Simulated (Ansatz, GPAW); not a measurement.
# Dielectric function and optical constants of FeBiS3 (model structure), part 2 of 3

Aim: the dielectric function of FeBiS3 (model structure), and the optical constants that follow from it. The structure is a model built here, which may or may not match a known phase. It was built so: All O replaced by S in the R-3m structure of FeBiO3. The cell is first relaxed with Ansatz.

GPAW 26.7.0; DFT, LDA, plane-wave PAW (GPAW data sets), scalar-relativistic, RPA, optical limit.

So far: The starting structure; Relaxation.

### 3. Ground state

The self-consistent density comes first; it also tells whether there is a gap, which decides the occupations and the need for a Drude term.

This step: DFT, LDA, plane-wave PAW (GPAW data sets), scalar-relativistic, ground state (GPAW 26.7.0).

gs.py

```python
from ase import Atoms
from ase.dft.bandgap import bandgap
from gpaw import GPAW, PW, FermiDirac

atoms = Atoms(['Bi', 'Fe', 'S', 'S', 'S'],
              cell=[[3.137218937818, 1.811274198273, 2.560039181088],
                    [-3.137218937818, 1.811274198273, 2.560039181088],
                    [0.000000000000, -3.622548396496, 2.560039181124]],
              scaled_positions=[[1.000000000000, 1.000000000000, 0.000000000000],
                                [0.500000000000, 0.500000000000, 0.500000000000],
                                [0.500000000000, 0.500000000000, 0.000000000000],
                                [0.500000000000, 0.000000000000, 0.500000000000],
                                [0.000000000000, 0.500000000000, 0.500000000000]],
              pbc=[True, True, True])
atoms.set_initial_magnetic_moments([0.0, 3.0, 0.0, 0.0, 0.0])
atoms.calc = GPAW(mode=PW(450), xc='LDA', kpts={'size': (5, 5, 5), 'gamma': True},
                  occupations=FermiDirac(0.05), maxiter=150, txt='gs.txt')
print('energy (eV)', atoms.get_potential_energy())
print('Fermi level (eV)', atoms.calc.get_fermi_level())
print('valence electrons', atoms.calc.get_number_of_electrons())
print('gap (eV)', bandgap(atoms.calc, output=None)[0])
print('direct gap (eV)', bandgap(atoms.calc, direct=True, output=None)[0])
print('moments', atoms.get_magnetic_moments().round(3).tolist())
atoms.calc.write('gs.gpw')
```

Run with:

```
OMP_NUM_THREADS=1 python gs.py
```

Numbers of over 12 decimals in the logs are rounded to 6 here.

Log:

```text
__  _  _
 | _ |_)|_||  |
 |__||  | ||/\| - 26.7.0

Versions:
  Python: 3.12.14
  ASE:    3.29.0
  Numpy:  2.5.5
  Scipy:  1.18.1
  Libxc:  7.0.0

Input parameters:
  mode=PW(ecut=450.000000),
  kpts=MonkhorstPack(size=(5, 5, 5), gamma=True),
  maxiter=150,
  occupations=Occupations(name='fermi-dirac', width=0.05, fixmagmom=False),
  xc=XC(name='LDA')

Diagonalizing LCAO Hamiltonian
Converting LCAO to pw mode

              Bi

            Fe
             S
       S       S

Atoms  # Å, Bohr magnetons
|   | symbol |         x |         y |        z |    initial magnetic moments |
| 0 |     Bi |  0.000000 |  3.622548 | 5.120078 | ( 0.0000,  0.0000,  0.0000) |
| 1 |     Fe |  0.000000 |  0.000000 | 3.840059 | ( 0.0000,  0.0000,  3.0000) |
| 2 |      S |  0.000000 |  1.811274 | 2.560039 | ( 0.0000,  0.0000,  0.0000) |
| 3 |      S |  1.568609 | -0.905637 | 2.560039 | ( 0.0000,  0.0000,  0.0000) |
| 4 |      S | -1.568609 | -0.905637 | 2.560039 | ( 0.0000,  0.0000,  0.0000) |

Unit cell  # Å
| periodic |         x |         y |        z |  lengths |    angles |
|      yes |  3.137219 |  1.811274 | 2.560039 | 4.435838 | 90.022211 |
|      yes | -3.137219 |  1.811274 | 2.560039 | 4.435838 | 90.022211 |
|      yes |  0.000000 | -3.622548 | 2.560039 | 4.435838 | 90.022211 |

Number of symmetries: 12
Symmetry operations  # r_c * U_cc + t_c -> r_c
|    | kind |            matrix            |
|  0 |  E   |  1, 0, 0,  0, 1, 0,  0, 0, 1 |
|  1 |  σ   |  1, 0, 0,  0, 0, 1,  0, 1, 0 |
|  2 |  σ   |  0, 1, 0,  1, 0, 0,  0, 0, 1 |
|  3 |  C3  |  0, 1, 0,  0, 0, 1,  1, 0, 0 |
|  4 |  C3  |  0, 0, 1,  1, 0, 0,  0, 1, 0 |
|  5 |  σ   |  0, 0, 1,  0, 1, 0,  1, 0, 0 |
|  6 |  C2  |  0, 0,-1,  0,-1, 0, -1, 0, 0 |
|  7 |  S6  |  0, 0,-1, -1, 0, 0,  0,-1, 0 |
|  8 |  S6  |  0,-1, 0,  0, 0,-1, -1, 0, 0 |
|  9 |  C2  |  0,-1, 0, -1, 0, 0,  0, 0,-1 |
| 10 |  C2  | -1, 0, 0,  0, 0,-1,  0,-1, 0 |
| 11 |  i   | -1, 0, 0,  0,-1, 0,  0, 0,-1 |

BZ-sampling:
  Number of BZ points: 125
  Number of IBZ points: 19

  Monkhorst-Pack size: [5, 5, 5]
  Monkhorst-Pack shift: [0, 0, 0]

K-points  # in reciprocal-cell coordinates
|     |                                coordinates |     weight |
|   0 | (  0.00000000,   0.00000000,   0.00000000) | 0.00800000 |
|   1 | (  0.20000000,   0.00000000,  -0.20000000) | 0.04800000 |
|   2 | (  0.20000000,   0.00000000,   0.00000000) | 0.04800000 |
|   3 | (  0.20000000,   0.20000000,  -0.20000000) | 0.04800000 |
|   4 | (  0.20000000,   0.20000000,   0.00000000) | 0.04800000 |
|   5 | (  0.20000000,   0.20000000,   0.20000000) | 0.01600000 |
|   6 | (  0.40000000,  -0.20000000,  -0.20000000) | 0.04800000 |
|   7 | (  0.40000000,   0.00000000,  -0.40000000) | 0.04800000 |
|   8 | (  0.40000000,   0.00000000,  -0.20000000) | 0.09600000 |
|   9 | (  0.40000000,   0.00000000,   0.00000000) | 0.04800000 |
| ... |                                            |            |
|  18 | (  0.40000000,   0.40000000,   0.40000000) | 0.01600000 |

Plane wave coefficients: 1908
Cutoff: 450.000000 eV

Spin-components: 2 (collinear spins)
Bands:           30
Projectors:      27
Spin-degeneracy: 1
Datatype:        complex128

Parallelization:
  kpt:    1
  domain: 1
  band:   1

Density:
  Valence electrons: 41.0
  Components: 2
  Grid points: [24 24 24]
  Charge: 0.0  # |e|

Potential:
  Grid points: [24 24 24]

species:
  Bi:
    name:    Bismuth
    id:
    Z:       83.0
    valence: 15
    core:    68
    charge:  0.0  # [|e|]
    compensation charges:
      type: gauss
      rc: 0.38  # [Å]
      lmax: 2
    cutoffs:
      filter: 2.23  # [Å]
      core: 2.33  # [Å]
    projectors
    | kind |    occ | energy [eV] | rcut [Å] |
    |   6s |  2.000 |     -14.665 |    1.286 |
    |   6p |  3.000 |      -4.777 |    1.275 |
    |   5d | 10.000 |     -27.225 |    1.349 |
    |    s |        |      12.546 |    1.286 |
    |    p |        |      22.434 |    1.275 |
    |    d |        |      -0.013 |    1.349 |

    Using partial waves for Bi as LCAO basis

  Fe:
    name:    Iron
    id:
    Z:       26.0
    valence: 8
    core:    18
    charge:  0.0  # [|e|]
    compensation charges:
      type: gauss
      rc: 0.33  # [Å]
      lmax: 2
    cutoffs:
      filter: 2.06  # [Å]
      core: 2.67  # [Å]
    projectors
    | kind |    occ | energy [eV] | rcut [Å] |
    |   4s |  2.000 |      -5.481 |    1.164 |
    |   4p |  0.000 |      -1.431 |    1.058 |
    |   3d |  6.000 |      -7.753 |    1.058 |
    |    s |        |      21.730 |    1.164 |
    |    p |        |      25.780 |    1.058 |
    |    d |        |      19.459 |    1.058 |

    Using partial waves for Fe as LCAO basis

  S:
    name:    Sulfur
    id:
    Z:       16.0
    valence: 6
    core:    10
    charge:  0.0  # [|e|]
    compensation charges:
      type: gauss
      rc: 0.24  # [Å]
      lmax: 2
    cutoffs:
      filter: 1.77  # [Å]
      core: 1.66  # [Å]
    projectors
    | kind |    occ | energy [eV] | rcut [Å] |
    |   3s |  2.000 |     -17.278 |    0.974 |
    |   3p |  4.000 |      -7.106 |    0.979 |
    |    s |        |       9.933 |    0.974 |
    |    p |        |      20.105 |    0.979 |
    |    d |        |       0.000 |    0.900 |

    Using partial waves for S as LCAO basis

Reference energy: -651570.038876  # eV

eigensolver:
  PPCG
  Converge bands: occupied
  niter=2

density mixing:
  MSR1-Mixer
  Pratt-step length: 0.05
  Maximum mixing coefficient: 0.75
  Old densities: 10
  SVD Regularization: 0.005
  Good broyden scale: 1.0
  Trust region scale: 1.0
  Backstep threshold: 4.0
  History deletion threshold: 6.0
  Fourier metric: weight=20.0, sigma=0.015

occupation numbers:
  Fermi-Dirac:
    width: 0.0500  # eV

poisson solver:
  ecut: 3600.000000  # eV

xc functional:
  name: None

convergence criteria:
- Maximum [total energy] change in last 3 cyles: 0.0005 eV / valence electron
- Maximum integral of absolute [dens]ity change: 0.0001 electrons / valence electron
- Maximum integral of absolute [eigenst]ate change: 4e-08 eV^2 / valence electron
maximum number of iterations: 150

SCF iterations
|iter     |      energy | eigst |  dens |  magmom |
|iter:   1||  -31.324041 | +0.39 |       |  +3.0022|
|iter:   2||  -30.553162 | -1.02 | -0.91 |  +2.9349|
|iter:   3||  -30.127228 | -2.35 | -1.04 |  +2.8977|
|iter:   4||  -29.648579 | -2.25 | -1.11 |  +2.7955|
|iter:   5||  -29.652442 | -2.90 | -1.34 |  +2.6573|
|iter:   6||  -29.690365 | -2.99 | -1.41 |  +2.4423|
|iter:   7||  -29.736497 | -2.58 | -1.61 |  +2.1871|
|iter:   8||  -29.745530 | -3.17 | -1.91 |  +2.1194|
|iter:   9||  -29.742352c| -3.12 | -1.88 |  +2.1375|
|iter:  10||  -29.742611c| -3.97 | -2.27 |  +2.1839|
|iter:  11||  -29.743013c| -5.05 | -2.68 |  +2.2101|
|iter:  12||  -29.743022c| -5.63 | -3.03 |  +2.2218|
|iter:  13||  -29.743049c| -6.90 | -3.74 |  +2.2245|
|iter:  14||  -29.743069c| -7.29 | -4.01c|  +2.2265|
|iter:  15||  -29.743069c| -7.86c| -4.65c|  +2.2263|

Converged in 15 steps
SCF loop duration: 49.148 s (3.277 s/step)
Energy contributions relative to reference atoms: (reference = -651570.038876)

Energy contributions:
  Kinetic:          43.136501
  Coulomb:         -36.641096
  Zero:             -1.232916
  External:          0.000000
  Xc:              -34.984834
  Entropy:          -0.041450
  Spinorbit:         0.000000
  ----------------------------
  Free energy:     -29.763794
  Extrapolated:    -29.743069

dipole moment: (0.000000, -0.000000, -54.591983)  # |e|*Ang

Total magnetic moment: (0.000000, 0.000000, 2.226257)

Local magnetic moments
|        x |        y |         z |
| 0.000000 | 0.000000 | -0.038219 |  # Bi   0
| 0.000000 | 0.000000 |  1.618567 |  # Fe   1
| 0.000000 | 0.000000 |  0.123918 |  # S    2
| 0.000000 | 0.000000 |  0.123918 |  # S    3
| 0.000000 | 0.000000 |  0.123918 |  # S    4

Fermi level: 8.244
Eigenvalues  # (at kpt = [0.000, 0.000, 0.000])
| band index |      eig [eV] | occ [0-1] |      eig [eV] | occ [0-1] |
|          0 |       -15.130 |     1.000 |       -15.141 |     1.000 |
|        ... |               |           |               |           |
|         15 |         6.466 |     1.000 |         6.992 |     1.000 |
|         16 |         6.471 |     1.000 |         6.992 |     1.000 |
|         17 |         6.471 |     1.000 |         6.992 |     1.000 |
|         18 |         6.764 |     1.000 |         7.072 |     1.000 |
|         19 |         6.765 |     1.000 |         7.072 |     1.000 |
|         20 |         6.952 |     1.000 |         7.076 |     1.000 |
|         21 |         6.952 |     1.000 |         8.092 |     0.954 |
|         22 |         6.956 |     1.000 |         8.092 |     0.954 |
|         23 |        11.911 |     0.000 |        11.982 |     0.000 |
|         24 |        11.911 |     0.000 |        11.982 |     0.000 |
|         25 |        11.919 |     0.000 |        11.991 |     0.000 |
|         26 |        12.588 |     0.000 |        12.978 |     0.000 |
|         27 |        12.999 |     0.000 |        13.109 |     0.000 |
|         28 |        12.999 |     0.000 |        13.109 |     0.000 |
|         29 |        14.819 |     0.000 |        15.183 |     0.000 |

No gap
No difference between direct/indirect transitions

--- standard output ---
energy (eV) -29.743069
Fermi level (eV) 8.244288
valence electrons 41.0
gap (eV) 0.0
direct gap (eV) 0.0
moments [-0.038, 1.619, 0.124, 0.124, 0.124]
```

It took 51 s on 1 thread of Arm Neoverse V2, shared host; peak memory 0.2 GiB.

This step gave:

* energy: -29.74 eV
* Fermi energy: 8.244 eV
* electrons: 41
* site moments: -0.038, 1.619, 0.124, 0.124, 0.124 μB

There are states at the Fermi level within the smearing, so the occupations stay smeared and the carriers get a Drude term.

### 4. Bands for the response

The response needs many more empty bands than the density does.

This step: DFT, LDA, plane-wave PAW (GPAW data sets), scalar-relativistic, bands at fixed density (GPAW 26.7.0).

nscf.py

```python
from ase.dft.bandgap import bandgap
from gpaw import GPAW, FermiDirac

calc = GPAW('gs.gpw').fixed_density(kpts={'size': (8, 8, 8), 'gamma': True}, nbands=57, convergence={'bands': 51},
                                    occupations=FermiDirac(0.05), txt='nscf.txt')
print('gap (eV)', bandgap(calc, output=None)[0])
print('direct gap (eV)', bandgap(calc, direct=True, output=None)[0])
print('top band over the Fermi level (eV)', min(calc.get_eigenvalues(kpt=k)[50] for k in range(len(calc.get_ibz_k_points()))) - calc.get_fermi_level())
calc.write('full.gpw', mode='all')
```

Run with:

```
OMP_NUM_THREADS=1 python nscf.py
```

Log:

```text
Diagonalizing LCAO Hamiltonian
Converting LCAO to pw mode
convergence criteria:
- Maximum integral of absolute [eigenst]ate change: 4e-08 eV^2 / valence electron
maximum number of iterations: 150

SCF iterations
|iter     |      energy | eigst |  dens |  magmom |
|iter:   1||             | +3.18 |       |  +2.2263|
|iter:   2||             | +2.06 |       |  +2.2263|
|iter:   3||             | +1.43 |       |  +2.2263|
|iter:   4||             | +0.73 |       |  +2.2263|
|iter:   5||             | -0.47 |       |  +2.2263|
|iter:   6||             | -1.46 |       |  +2.2263|
|iter:   7||             | -2.20 |       |  +2.2263|
|iter:   8||             | -2.99 |       |  +2.2263|
|iter:   9||             | -3.65 |       |  +2.2263|
|iter:  10||             | -4.34 |       |  +2.2263|
[... 30 further cycles ...]
|iter:  41||             | -7.26 |       |  +2.2263|
|iter:  42||             | -7.30 |       |  +2.2263|
|iter:  43||             | -7.31 |       |  +2.2263|
|iter:  44||             | -7.31 |       |  +2.2263|
|iter:  45||             | -7.29 |       |  +2.2263|
|iter:  46||             | -7.28 |       |  +2.2263|
|iter:  47||             | -7.34 |       |  +2.2263|
|iter:  48||             | -7.33 |       |  +2.2263|
|iter:  49||             | -7.32 |       |  +2.2263|
|iter:  50||             | -7.44c|       |  +2.2263|
SCF steps: 50
  __  _  _
 | _ |_)|_||  |
 |__||  | ||/\| - 26.7.0

Versions:
  Python: 3.12.14
  ASE:    3.29.0
  Numpy:  2.5.5
  Scipy:  1.18.1
  Libxc:  7.0.0

Input parameters:
  mode=PW(ecut=450.000000),
  convergence={'bands': 51},
  gpts=array([24, 24, 24]),
  kpts=MonkhorstPack(size=(8, 8, 8), gamma=True),
  maxiter=150,
  nbands=57,
  occupations=Occupations(name='fermi-dirac', width=0.05, fixmagmom=False),
  parallel={},
  xc=XC(name='LDA')

--- standard output ---
gap (eV) 0.0
direct gap (eV) 0.0
top band over the Fermi level (eV) 17.697792
```

The job ended after 10 min (1 thread; peak memory 0.44 GiB).

[end of part 2 of 3]

[Machine, clock and banner lines and Python warnings are left out of the logs.]

[Logs are printed without paths, hosts, clocks, repeated set-up lines and the standing remarks that a program may print on its own settings, such as how far it seeks lower states.]

[Hosts, paths, dates, database ids (printed as entryN), source tags and the programs' standing remarks are cut or masked in the printed files.]
